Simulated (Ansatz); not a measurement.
# Y on Cu(100): change of the work function

How does one ordered layer of Y (bridge site) change the work function of Cu(100), and what dipole does each adsorbate carry?

Main program and level: Ansatz 0.2.0; plane-wave DFT, PBE, Ansatz PAW.

## (1) Starting point

The cell holds 4 atoms: 4 Cu. Cell: a = 2.553 Å, b = 2.553 Å, c = 23.415 Å, α = 90.0°, β = 90.0°, γ = 90.0°. Vacuum lies along c.

## (2) The clean slab

The bare slab comes first, as the zero from which every change is counted. The two lowest layers are held at bulk places and the upper ones relax. The dipole correction removes the false field that a one-sided slab makes across the periodic vacuum, so each face gets a flat vacuum level of its own.

File input.yaml:

```yaml
crystal:
  lattice:
    - [2.5526554801, 0.0, 0.0]
    - [0.0, 2.5526554801, 0.0]
    - [0.0, 0.0, 23.415]
  atoms:
    - { symbol: Cu, position: [0.5, 0.5, 0.3843689942] }
    - { symbol: Cu, position: [0.0, 0.0, 0.4614563314] }
    - { symbol: Cu, position: [0.5, 0.5, 0.5385436686] }
    - { symbol: Cu, position: [0.0, 0.0, 0.6156310058] }
kpoints:
  mp_grid: { grid: [12, 12, 1] }
hamiltonian:
  xc: pbe
scf:
  occupations: { method: fermi_dirac, width: 0.1 }
  convergence: { dr2_threshold: 1.0e-08 }
efield:
  axis: 3
  dipole_correction: true
  ramp_position: 0.97
  ramp_width: 0.06
relax:
  f_tol: 0.02
  max_steps: 60
  constraints: [{ sites: [0, 1] }]
output:
  write_potential: true
  write_density: true
  volumetric_format: npy
```

Started as:

```bash
> ansatz run input.yaml --threads 4 --pin off --max-ram 6144MiB --backend cpu --events-out ev --progress --plain --runs-dir out
```

Output:

```text
Engine: ansatz 0.2.0, aarch64-unknown-linux-gnu
Pseudopotentials: kind: paw
Pseudopotential: Cu, paw, valence charge 19, recommended cutoff 420 eV (normal), Cu.paw.azcp
Functional definition: PBE
  parameter kappa = 0.804
  parameter beta = 0.066725
  exchange = pbe_x(kappa = kappa, mu = beta*pi^2/3)
  correlation = pbe_c(beta = beta)
Crystal: 4 atoms, lattice volume = 152.573 Å³
Basis set: ecut = 420 eV, 3011 PW (Γ), exchange–correlation on 36×36×320 points (8 copies of the dense FFT grid, shifted against one another)
Bands: 46, of which v1, the nominal top of the filled ones, is band 38 counted from 1 (37 counted from 0)
Symmetry: 8 space group operations
k-points: 28 of 144
Non-local potential: Cu, projectors of the file, l = 0: 3, l = 1: 2, l = 2: 3, l = 3: 1
PAW form: soft (Blöchl's): semilocal exchange-correlation on the pseudo side does not see the compensation charge
PAW one-centre angular grid: Cu, 590 points (default); XC on 64 Gauss nodes
Initial density: superposition of atomic densities (neutral atoms: chi_scale 0, normalization atom), corrected by the library's trained network
Initial wavefunctions: pseudopotential atomic-orbital guess
Functional: x = pbe(κ = 0.804, μ = 0.219515), c = pbe(β = 0.066725)
SCF iter   1: F=—  HF=-26499.487320 eV  |F-HF|=—  |Δ(HF+E_count)|=         —  Δρ=1.44e-3  dr2=1.11e-2  ethr=1.77e-3  p=-0.000 e·Å  D=-7.17e-15 V/Å  ΔV_dip=0.00 eV  dr2_dipole=9.36e-9  V_vac-E_F(+/−)=4.49/4.49 eV  ⟨swp⟩=8.7  Hψ=5648  notcnv=0  defer=4
efield: sawtooth ramp at fractional position 0.9700 (set: `efield.ramp_position`, or a place that a band, a saddle search or an elastic batch's reference lends), width 0.0600; the density the first Hamiltonian is built on has a dipole p = -0.000 e·Å; the dipole correction subtracts the counter field D = -7.17e-15 V/Å, which shifts the + side's vacuum level by +0.00 eV against the − side's; the planar-averaged density in the ramp window peaks in size at 3.2e-5 e/Å³
preconditioner: auto → LDOS  [metal: Δε(μ)=0.060 eV  Ē_g=8.062 eV  σ=0.100 eV  W_gap=0.15  n_scr=18 (ndim 8)  ℏωp=19.9 eV  f_vac=0.639  D(μ)=1.29/eV (n_scr^D=8)  β→1.0]
SCF iter   2: F=—  HF=-26499.492234 eV  |F-HF|=—  |Δ(HF+E_count)|=   4.91e-3  Δρ=1.83e-3  dr2=4.23e-3  ethr=1.46e-5  p=-0.000 e·Å  D=-6.15e-6 V/Å  ΔV_dip=0.00 eV  dr2_dipole=8.99e-8  V_vac-E_F(+/−)=4.58/4.58 eV  ⟨swp⟩=2.9  Hψ=2867  notcnv=0  defer=39
SCF iter   3: F=—  HF=-26499.491934 eV  |F-HF|=—  |Δ(HF+E_count)|=   3.00e-4  Δρ=1.46e-3  dr2=1.64e-3  ethr=5.57e-6  p=-0.000 e·Å  D=-3.99e-5 V/Å  ΔV_dip=0.00 eV  dr2_dipole=2.09e-7  V_vac-E_F(+/−)=4.57/4.57 eV  ⟨swp⟩=2.5  Hψ=2210  notcnv=0  defer=39
SCF iter   4: F=—  HF=-26499.491508 eV  |F-HF|=—  |Δ(HF+E_count)|=   4.25e-4  Δρ=1.91e-4  dr2=1.24e-4  ethr=2.16e-6  p=0.000 e·Å  D=2.29e-5 V/Å  ΔV_dip=-0.00 eV  dr2_dipole=3.76e-9  V_vac-E_F(+/−)=4.57/4.57 eV  ⟨swp⟩=2.0  Hψ=1832  notcnv=0  defer=39
SCF iter   5: F=—  HF=-26499.491515 eV  |F-HF|=—  |Δ(HF+E_count)|=   6.70e-6  Δρ=1.10e-4  dr2=2.44e-5  ethr=1.63e-7  p=-0.000 e·Å  D=-1.13e-5 V/Å  ΔV_dip=0.00 eV  dr2_dipole=1.49e-9  V_vac-E_F(+/−)=4.58/4.58 eV  ⟨swp⟩=2.1  Hψ=1761  notcnv=0  defer=39
SCF iter   6: F=—  HF=-26499.491522 eV  |F-HF|=—  |Δ(HF+E_count)|=   7.00e-6  Δρ=1.05e-4  dr2=1.04e-5  ethr=3.21e-8  p=0.000 e·Å  D=2.18e-5 V/Å  ΔV_dip=-0.00 eV  dr2_dipole=1.22e-8  V_vac-E_F(+/−)=4.58/4.58 eV  ⟨swp⟩=2.0  Hψ=1843  notcnv=0  defer=39
SCF iter   7: F=—  HF=-26499.491515 eV  |F-HF|=—  |Δ(HF+E_count)|=   7.04e-6  Δρ=2.78e-5  dr2=8.10e-7  ethr=1.37e-8  p=0.000 e·Å  D=4.93e-6 V/Å  ΔV_dip=-0.00 eV  dr2_dipole=2.35e-11  V_vac-E_F(+/−)=4.58/4.58 eV  ⟨swp⟩=2.1  Hψ=1733  notcnv=0  defer=39
SCF iter   8: F=—  HF=-26499.491526 eV  |F-HF|=—  |Δ(HF+E_count)|=   1.13e-5  Δρ=2.01e-5  dr2=4.10e-7  ethr=1.07e-9  p=0.000 e·Å  D=3.53e-6 V/Å  ΔV_dip=-0.00 eV  dr2_dipole=2.39e-9  V_vac-E_F(+/−)=4.58/4.58 eV  ⟨swp⟩=2.0  Hψ=1851  notcnv=0  defer=39
SCF iter   9: F=—  HF=-26499.491526 eV  |F-HF|=—  |Δ(HF+E_count)|=   1.27e-7  Δρ=8.58e-6  dr2=8.09e-8  ethr=5.39e-10  p=0.000 e·Å  D=5.33e-7 V/Å  ΔV_dip=-0.00 eV  dr2_dipole=3.71e-10  V_vac-E_F(+/−)=4.58/4.58 eV  ⟨swp⟩=2.0  Hψ=1812  notcnv=0  defer=39
SCF iter  10: F=-26499.491526 eV  HF=-26499.491526 eV  |F-HF|=5.55e-8  |Δ(HF+E_count)|=   3.77e-8  Δρ=1.16e-6  dr2=1.64e-9  ethr=1.32e-11  p=0.000 e·Å  D=2.47e-7 V/Å  ΔV_dip=-0.00 eV  dr2_dipole=7.83e-12  V_vac-E_F(+/−)=4.58/4.58 eV  ⟨swp⟩=8.1  Hψ=9194  notcnv=0
SCF 1 converged in 10 iterations: F = -26499.491526 eV  dr2 = 1.64e-9
  greatest PAW one-centre occupation: 1.000 electrons in one spin orbital (limit 2), on the Cu atom at site 3 (counted from 0), in its partial waves of l = 0
relax step   1: F+E_penalty+E_count = -26499.49152650 eV  Δ(F+E_penalty+E_count) = +0.000e0 eV  max|allowed force component| = 2.181e-1 eV/Å  Δτ_max = 0.0000 Å  (10 SCF iters, accepted)
Initial density: handed on by an earlier stage of this run
Initial wavefunctions: those handed on with the density
iter 1 solved again at ethr=4.94e-7 eV; its pass at ethr=3.10e-3 eV (dr2=3.76e-4 eV) is discarded
SCF iter   1: F=—  HF=-26499.493642 eV  |F-HF|=—  |Δ(HF+E_count)|=         —  Δρ=7.18e-4  dr2=3.81e-4  ethr=4.94e-7  p=0.000 e·Å  D=6.55e-7 V/Å  ΔV_dip=-0.00 eV  dr2_dipole=5.33e-7  V_vac-E_F(+/−)=4.58/4.58 eV  ⟨swp⟩=2.8  Hψ=4247  notcnv=0  defer=52
efield: sawtooth ramp at fractional position 0.9700 (set: `efield.ramp_position`, or a place that a band, a saddle search or an elastic batch's reference lends), width 0.0600; the density the first Hamiltonian is built on has a dipole p = 0.000 e·Å; the dipole correction subtracts the counter field D = 6.55e-7 V/Å, which shifts the + side's vacuum level by -0.00 eV against the − side's; the planar-averaged density in the ramp window peaks in size at 2.3e-5 e/Å³
preconditioner: auto → LDOS  [metal: Δε(μ)=0.090 eV  Ē_g=8.129 eV  σ=0.100 eV  W_gap=0.22  n_scr=18 (ndim 8)  ℏωp=19.9 eV  f_vac=0.638  D(μ)=1.28/eV (n_scr^D=8)  β→1.0]
SCF iter   2: F=—  HF=-26499.493463 eV  |F-HF|=—  |Δ(HF+E_count)|=   1.80e-4  Δρ=1.93e-4  dr2=8.92e-5  ethr=4.94e-7  p=0.000 e·Å  D=2.69e-4 V/Å  ΔV_dip=-0.01 eV  dr2_dipole=1.27e-5  V_vac-E_F(+/−)=4.58/4.58 eV  ⟨swp⟩=2.1  Hψ=2198  notcnv=0  defer=52
SCF iter   3: F=—  HF=-26499.493458 eV  |F-HF|=—  |Δ(HF+E_count)|=   4.73e-6  Δρ=1.84e-4  dr2=3.53e-5  ethr=1.17e-7  p=0.000 e·Å  D=1.03e-4 V/Å  ΔV_dip=-0.00 eV  dr2_dipole=5.88e-7  V_vac-E_F(+/−)=4.58/4.58 eV  ⟨swp⟩=2.0  Hψ=1859  notcnv=0  defer=52
SCF iter   4: F=—  HF=-26499.493455 eV  |F-HF|=—  |Δ(HF+E_count)|=   2.82e-6  Δρ=9.12e-5  dr2=8.65e-6  ethr=4.64e-8  p=0.000 e·Å  D=1.63e-4 V/Å  ΔV_dip=-0.00 eV  dr2_dipole=1.04e-7  V_vac-E_F(+/−)=4.58/4.58 eV  ⟨swp⟩=2.0  Hψ=1849  notcnv=0  defer=52
SCF iter   5: F=—  HF=-26499.493458 eV  |F-HF|=—  |Δ(HF+E_count)|=   3.12e-6  Δρ=2.20e-5  dr2=5.03e-7  ethr=1.14e-8  p=0.000 e·Å  D=1.56e-4 V/Å  ΔV_dip=-0.00 eV  dr2_dipole=1.16e-8  V_vac-E_F(+/−)=4.58/4.58 eV  ⟨swp⟩=2.0  Hψ=1786  notcnv=0  defer=52
SCF iter   6: F=—  HF=-26499.493458 eV  |F-HF|=—  |Δ(HF+E_count)|=   2.31e-7  Δρ=1.23e-5  dr2=1.50e-7  ethr=6.62e-10  p=0.000 e·Å  D=1.63e-4 V/Å  ΔV_dip=-0.00 eV  dr2_dipole=2.72e-9  V_vac-E_F(+/−)=4.58/4.58 eV  ⟨swp⟩=2.0  Hψ=1850  notcnv=0  defer=52
SCF iter   7: F=-26499.493458 eV  HF=-26499.493458 eV  |F-HF|=7.91e-9  |Δ(HF+E_count)|=   8.22e-8  Δρ=2.24e-6  dr2=5.36e-9  ethr=1.32e-11  p=0.000 e·Å  D=1.65e-4 V/Å  ΔV_dip=-0.00 eV  dr2_dipole=5.96e-12  V_vac-E_F(+/−)=4.58/4.58 eV  ⟨swp⟩=8.1  Hψ=9402  notcnv=0
SCF 2 converged in 7 iterations: F = -26499.493458 eV  dr2 = 5.36e-9
  greatest PAW one-centre occupation: 1.000 electrons in one spin orbital (limit 2), on the Cu atom at site 0 (counted from 0), in its partial waves of l = 0
relax step   2: F+E_penalty+E_count = -26499.49345845 eV  Δ(F+E_penalty+E_count) = -1.932e-3 eV  max|allowed force component| = 1.395e-1 eV/Å  Δτ_max = 0.0117 Å  (7 SCF iters, accepted)
SCF iter   1: F=—  HF=-26499.495296 eV  |F-HF|=—  |Δ(HF+E_count)|=         —  Δρ=1.19e-3  dr2=9.92e-4  ethr=1.36e-5  p=0.000 e·Å  D=1.65e-4 V/Å  ΔV_dip=-0.00 eV  dr2_dipole=3.18e-9  V_vac-E_F(+/−)=4.58/4.58 eV  ⟨swp⟩=3.2  Hψ=3121  notcnv=0  defer=52
efield: sawtooth ramp at fractional position 0.9700 (set: `efield.ramp_position`, or a place that a band, a saddle search or an elastic batch's reference lends), width 0.0600; the density the first Hamiltonian is built on has a dipole p = 0.000 e·Å; the dipole correction subtracts the counter field D = 1.65e-4 V/Å, which shifts the + side's vacuum level by -0.00 eV against the − side's; the planar-averaged density in the ramp window peaks in size at 2.2e-5 e/Å³
preconditioner: auto → LDOS  [metal: Δε(μ)=0.088 eV  Ē_g=8.129 eV  σ=0.100 eV  W_gap=0.21  n_scr=18 (ndim 8)  ℏωp=19.9 eV  f_vac=0.638  D(μ)=1.29/eV (n_scr^D=8)  β→1.0]
SCF iter   2: F=—  HF=-26499.494825 eV  |F-HF|=—  |Δ(HF+E_count)|=   4.71e-4  Δρ=3.85e-4  dr2=2.55e-4  ethr=1.31e-6  p=0.000 e·Å  D=5.86e-4 V/Å  ΔV_dip=-0.01 eV  dr2_dipole=3.47e-5  V_vac-E_F(+/−)=4.57/4.58 eV  ⟨swp⟩=2.0  Hψ=2546  notcnv=0  defer=52
SCF iter   3: F=—  HF=-26499.494799 eV  |F-HF|=—  |Δ(HF+E_count)|=   2.58e-5  Δρ=4.05e-4  dr2=1.71e-4  ethr=3.36e-7  p=0.000 e·Å  D=4.58e-4 V/Å  ΔV_dip=-0.01 eV  dr2_dipole=3.20e-6  V_vac-E_F(+/−)=4.57/4.58 eV  ⟨swp⟩=2.2  Hψ=2080  notcnv=0  defer=52
SCF iter   4: F=—  HF=-26499.494776 eV  |F-HF|=—  |Δ(HF+E_count)|=   2.40e-5  Δρ=6.85e-5  dr2=6.36e-6  ethr=2.25e-7  p=0.000 e·Å  D=4.56e-4 V/Å  ΔV_dip=-0.01 eV  dr2_dipole=2.49e-7  V_vac-E_F(+/−)=4.57/4.58 eV  ⟨swp⟩=2.0  Hψ=1803  notcnv=0  defer=52
SCF iter   5: F=—  HF=-26499.494796 eV  |F-HF|=—  |Δ(HF+E_count)|=   2.04e-5  Δρ=2.59e-5  dr2=9.69e-7  ethr=8.37e-9  p=0.000 e·Å  D=4.76e-4 V/Å  ΔV_dip=-0.01 eV  dr2_dipole=9.11e-8  V_vac-E_F(+/−)=4.57/4.58 eV  ⟨swp⟩=2.9  Hψ=1992  notcnv=0  defer=52
SCF iter   6: F=—  HF=-26499.494796 eV  |F-HF|=—  |Δ(HF+E_count)|=   1.95e-7  Δρ=7.49e-6  dr2=6.43e-8  ethr=1.27e-9  p=0.000 e·Å  D=4.75e-4 V/Å  ΔV_dip=-0.01 eV  dr2_dipole=4.70e-9  V_vac-E_F(+/−)=4.57/4.58 eV  ⟨swp⟩=2.0  Hψ=1717  notcnv=0  defer=52
SCF iter   7: F=—  HF=-26499.494796 eV  |F-HF|=—  |Δ(HF+E_count)|=   2.25e-7  Δρ=3.81e-6  dr2=1.47e-8  ethr=1.32e-11  p=0.000 e·Å  D=4.89e-4 V/Å  ΔV_dip=-0.01 eV  dr2_dipole=1.12e-10  V_vac-E_F(+/−)=4.57/4.58 eV  ⟨swp⟩=9.8  Hψ=9018  notcnv=0
SCF iter   8: F=—  HF=-26499.494796 eV  |F-HF|=—  |Δ(HF+E_count)|=   7.59e-8  Δρ=3.61e-6  dr2=1.52e-8  ethr=1.32e-11  p=0.000 e·Å  D=4.94e-4 V/Å  ΔV_dip=-0.01 eV  dr2_dipole=3.72e-10  V_vac-E_F(+/−)=4.57/4.58 eV  ⟨swp⟩=9.1  Hψ=8386  notcnv=0
SCF iter   9: F=-26499.494796 eV  HF=-26499.494796 eV  |F-HF|=1.08e-9  |Δ(HF+E_count)|=   1.26e-8  Δρ=1.23e-6  dr2=2.58e-9  ethr=1.32e-11  p=0.000 e·Å  D=4.96e-4 V/Å  ΔV_dip=-0.01 eV  dr2_dipole=1.01e-10  V_vac-E_F(+/−)=4.57/4.58 eV  ⟨swp⟩=6.8  Hψ=8438  notcnv=0
SCF 3 converged in 9 iterations: F = -26499.494796 eV  dr2 = 2.58e-9
relax step   3: F+E_penalty+E_count = -26499.49479638 eV  Δ(F+E_penalty+E_count) = -1.338e-3 eV  max|allowed force component| = 2.096e-3 eV/Å  Δτ_max = 0.0196 Å  (9 SCF iters, accepted)
NSCF: frozen V_eff on 28 k-points
the band table was solved once a step of the walk had ended and its energy, with any forces and stress, was formed, with the checks that follow a solve (6803 applications of the Hamiltonian). They found nothing against the state; the energy, forces and stress were not computed again (output.eigenvalues in the input reference)
WARN: The output density's exchange-correlation potential varies sharply where the density is thin. Do not read a vacuum level from v_tot or v_xc, or from such a field of the output density. On a cell that repeats whose density bears no net charge and no dipole along the vacuum's axis use v_es (v_loc + v_h of the components); under efield.dipole_correction with no amplitude use v_es + v_field, which holds any externa [...]
SCF converged after 9 iterations
Free energy (F): -26499.494796 eV
Harris-Foulkes:  -26499.494796 eV  (|F-HF|=1.08e-9)
Internal energy: -26499.450325 eV  (E = F + TS)
E sigma→0 (E₀):  -26499.472561 eV
Entropy (-TS):   -0.044472 eV (-11.118 meV/atom)
Fermi energy:    2.077824 eV
Dipole field:    D = 0.000480 V/Å  (p = 0.000405 e·Å, saw-weighted, corrected)
Work function:   Φ+ = 4.5707 eV   Φ− = 4.5819 eV
Levels:          The Fermi level and band energies are counted from a zero that moves with the ramp; work functions are not
--- Per-component energies (eV) ---
  E_band       = -2536.166481
  E_kinetic    = 1198.309528
  E_local      = -168854.316736  (includes V_loc(G=0)·N_el)
  E_nonlocal   = 1567.140432
  E_hartree    = 82915.850747
  E_xc         = -355.051919
  E_vxc        = -457.887175  (∫ρ·V_xc dr)
  E_paw        = -6658.907342  (= ΣΔE_a)
  E_vpaw       = -1821.114881  (= ΣTr[D̂ρ^β])
  E_aug_tail   = 0.001125  (compensation charges beyond the density's cutoff)
  E_efield     = 0.000000  (sawtooth field / dipole correction)
  E_vefield    = -0.000313  (∫n·V_field dr)
  E_ewald      = 63687.523840
  E_smearing   = -0.044472  (= −TS)
  E_closure    = -0.000000  (closes the sum)
  Σ components = -26499.494796   (vs F -26499.494796, Δ=0.00e0)
--- Forces (eV/Å), atoms counted from 1 ---
  atom   1  Cu     0.00000000     0.00000000     0.10441413
  atom   2  Cu    -0.00000000     0.00000000    -0.10661282
  atom   3  Cu     0.00000000     0.00000000     0.00010979
  atom   4  Cu     0.00000000     0.00000000     0.00209603
  max |Σ_I F_I| component: 7.12e-6 eV/Å
--- Band table (eV; the first three rows and the last of 28) ---
  k-point 0: bands = [... 34 lower, 0.3997, 0.6183, 0.6474, 0.6474, 0.6479, 1.6164, 3.1949, 6.4525, ... 4 higher]
  k-point 1: bands = [... 34 lower, 0.4671, 0.5052, 0.5494, 0.6055, 0.6780, 1.9009, 3.5303, 6.6065, ... 4 higher]
  k-point 2: bands = [... 34 lower, 0.4625, 0.4862, 0.5546, 0.6159, 0.6727, 2.5350, 4.3478, 7.0666, ... 4 higher]
  k-point 27: bands = [... 34 lower, 1.0039, 1.0231, 4.5597, 4.5597, 6.7457, 6.7457, 9.5125, 9.5174, ... 4 higher]
--- Relaxed structure (3 steps of the walk, 3 accepted, 0 SCFs on fresh bases) ---
  F+E_penalty+E_count = -26499.49479638 eV   max|allowed force component| = 2.096e-3 eV/Å
  atoms:
    - { symbol: Cu, position: [0.5, 0.5, 0.384369] }
    - { symbol: Cu, position: [0.0, 0.0, 0.461456] }
    - { symbol: Cu, position: [0.5, 0.5, 0.539882] }
    - { symbol: Cu, position: [0, 0.0, 0.615758] }
```

Run time: 19 s. Hardware: 4 threads of Arm Neoverse V1, shared host; peak memory 0.5 GiB.

The column dr2 measures how far the density is from self-consistency, as an energy; F and HF (Harris–Foulkes) agree once it is small.

Relaxation path:

```tsv
step	energy less that of the first step (eV)	largest force component (eV/Å)
1	0.0000	0.2181
2	-0.0019	0.1395
3	-0.0033	0.0021
```

The run keeps the 8 symmetry operations that the program found, so distortions that break them were not tested.

The atoms that moved most (Å):

```tsv
atom	dx	dy	dz	length
Cu3	0.000	0.000	0.031	0.031
```

This step gave:

| Property | Result |
| --- | --- |
| energy at zero smearing | -26499.4726 eV |
| work function, upper face | 4.571 eV |
| dipole along the normal | 4.05e-4 e·Å |

Running mean over 1.805 Å of the planar mean; the ramp of the sawtooth is left out. Table of electron's electrostatic potential energy less the Fermi level by z:

z (Å), electron's electrostatic potential energy less the Fermi level (eV) and a bar from the least value:
```
        3       4.58 ##############################
        4       4.58 ##############################
        5       4.58 ##############################
        6       4.54 ##############################
        7       4.10 #############################
        8      -1.44 #################
        9      -8.30 #
       10      -8.72 
       11      -8.72 
       12      -8.55 #
       13      -8.94 
       14      -8.80 
       15      -5.53 ########
       16       3.08 ###########################
       17       4.46 ##############################
       18       4.56 ##############################
       19       4.57 ##############################
       20       4.57 ##############################
```

The relaxation took 3 steps and lowered the energy by 0.0033 eV; the largest force on the free atoms ends at 0.0021 eV/Å.

The work function of the upper face is 4.57 eV.

(Continued in part 2 of 4.)

[Long decimals in the printed logs are rounded to 6 places.]

[Logs are printed without paths, hosts, clocks, repeated set-up lines and the standing remarks that a program may print on its own settings, such as how far it seeks lower states.]

[Hosts, paths, dates, database ids (printed as entryN), source tags and the programs' standing remarks are cut or masked in the printed files.]

[Maps of the electrostatic potential energy from Ansatz leave out the sawtooth potential of an applied field or a dipole correction, so their vacuum need not be flat; planar profiles and work functions include it.]
